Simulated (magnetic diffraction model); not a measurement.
# Which magnetic order? PrPt2Pb

Space group Pnma (no. 62), a = 8.0010 Å, b = 7.4900 Å, c = 6.0420 Å.

```csv
site,atom,x,y,z
4c,Pb,0.6169,1/4,0.1413
8d,Pt,0.1802,0.5522,0.5959
4c,Pr,0.9777,1/4,0.8614
```

This is a made-up structure (elements placed in a structure type, unrelaxed), so the numbers test the method and describe no known phase.

Only Pr is taken to order (form factors of Pr3+); orders and moment sizes are assumed, and not adapted to the symmetry. Radiation: neutrons of λ = 1.909 Å, 5° to 45°; isotropic B of 0.41 Å² (Pb), 0.4 Å² (Pt) and 0.37 Å² (Pr). The intensities are simulated: I ∝ L Σ (|F_N|² + |F_M⊥|²) for unpolarised neutrons, with F_M = 2.695 fm/μB × Σ f(s) S exp(2πi Q·r) exp(−B s²) at Q = H ± k (one set where k and −k are equivalent), only the part normal to Q counting and L = 1/(sin²θ cos θ). For collinear order S is the moment m, which repeats by lattice and centring translations R with the sign exp(−2πi k·R). Form factors are spin-only for 3d ions and dipole or tabulated for f ions, scattering lengths are Sears's of 1992, and absorption is left out. A label names one of the reflections at its angle. The strongest nuclear line in the range is 100, and lines under 0.2 are left out.

Above the ordering temperature:

```csv
2θ (°),index,I
22.84,(1 0 1),57.3
23.42,(0 1 1),43.2
27.61,(2 0 0),14.1
29.53,(0 2 0),0.4
31.39,(2 1 0),5.1
36.51,(2 1 1),16.4
36.84,(0 0 2),3.0
37.66,(1 2 1),9.7
39.48,(1 0 2),34.3
40.87,(2 2 0),64.1
42.32,(1 1 2),100.0
```

Below it (cell unchanged):

| 2θ (°) | I |
| --- | --- |
| 10.01 | 37.0 |
| 20.80 | 22.0 |
| 21.90 | 4.6 |
| 22.84 | 57.3 |
| 23.10 | 9.0 |
| 23.42 | 43.2 |
| 27.61 | 14.1 |
| 28.61 | 1.0 |
| 29.53 | 0.4 |
| 29.55 | 10.9 |
| 30.36 | 3.8 |
| 31.39 | 5.1 |
| 35.51 | 1.5 |
| 35.61 | 3.0 |
| 36.51 | 16.4 |
| 36.84 | 3.0 |
| 37.66 | 9.7 |
| 37.83 | 3.3 |
| 38.27 | 4.5 |
| 39.48 | 34.3 |
| 40.18 | 4.8 |
| 40.87 | 64.1 |
| 41.49 | 1.5 |
| 42.27 | 5.1 |
| 42.32 | 100.0 |
| 42.87 | 2.1 |
| 43.27 | 2.2 |
| 43.93 | 3.7 |

**Question.** Find the propagation vector, then choose among these models:
A. collinear moments along [101], 2.6 μB on Pr; signs + at (0.9777, 1/4, 0.8614), − at (0.0223, 3/4, 0.1386), − at (0.5223, 3/4, 0.3614), + at (0.4777, 1/4, 0.6386)
B. collinear moments along [111], 2.6 μB on Pr; signs + at (0.9777, 1/4, 0.8614), − at (0.0223, 3/4, 0.1386), − at (0.5223, 3/4, 0.3614), + at (0.4777, 1/4, 0.6386)
C. collinear moments along [101], 2.6 μB on Pr; signs + at (0.9777, 1/4, 0.8614), + at (0.0223, 3/4, 0.1386), + at (0.5223, 3/4, 0.3614), + at (0.4777, 1/4, 0.6386)
D. collinear moments along [111], 2.6 μB on Pr; signs + at (0.9777, 1/4, 0.8614), + at (0.0223, 3/4, 0.1386), + at (0.5223, 3/4, 0.3614), + at (0.4777, 1/4, 0.6386)

The new lines index as (1/2 -1/2 0) at 10.01°, (1/2 1/2 -1) at 20.80°, (3/2 1/2 0) at 21.90° and (1/2 3/2 0) at 23.10°, that is as H ± k with k = (1/2 1/2 0). Half indices mean that the moments reverse under translations with k·R a half-integer, and the magnetic cell has twice the primitive volume.

Magnetic intensity, observed (below minus above) and for each model:

| 2θ (°) | index | observed | A | B | C | D |
| --- | --- | --- | --- | --- | --- | --- |
| 10.01 | (1/2 1/2 0) | 37.0 | 37.0 | 52.4 | 37.0 | 12.6 |
| 20.80 | (-1/2 1/2 1) | 22.0 | 22.0 | 23.6 | 22.0 | 19.5 |
| 21.90 | (3/2 1/2 0) | 4.6 | 4.6 | 4.0 | 4.6 | 8.7 |
| 23.10 | (1/2 -3/2 0) | 9.0 | 9.0 | 4.0 | 9.0 | 8.1 |
| 28.61 | (3/2 1/2 1) | 1.0 | 1.0 | 7.3 | 1.0 | 2.0 |
| 29.55 | (1/2 3/2 -1) | 10.9 | 10.9 | 7.3 | 10.9 | 10.3 |
| 30.36 | (3/2 3/2 0) | 3.8 | 3.8 | 5.2 | 3.8 | 1.4 |
| 35.61 | (3/2 -3/2 1) | 3.0 | 3.0 | 0.4 | 3.0 | 6.8 |

Models A and C match alike on every line, so these data can't choose among them (such ties are often domains of one structure).

The structure used: k = (1/2 1/2 0), collinear moments along [101], 2.6 μB on Pr; signs + at (0.9777, 1/4, 0.8614), − at (0.0223, 3/4, 0.1386), − at (0.5223, 3/4, 0.3614), + at (0.4777, 1/4, 0.6386).

[Logs are printed without paths, hosts, clocks, repeated set-up lines and the standing remarks that a program may print on its own settings, such as how far it seeks lower states.]
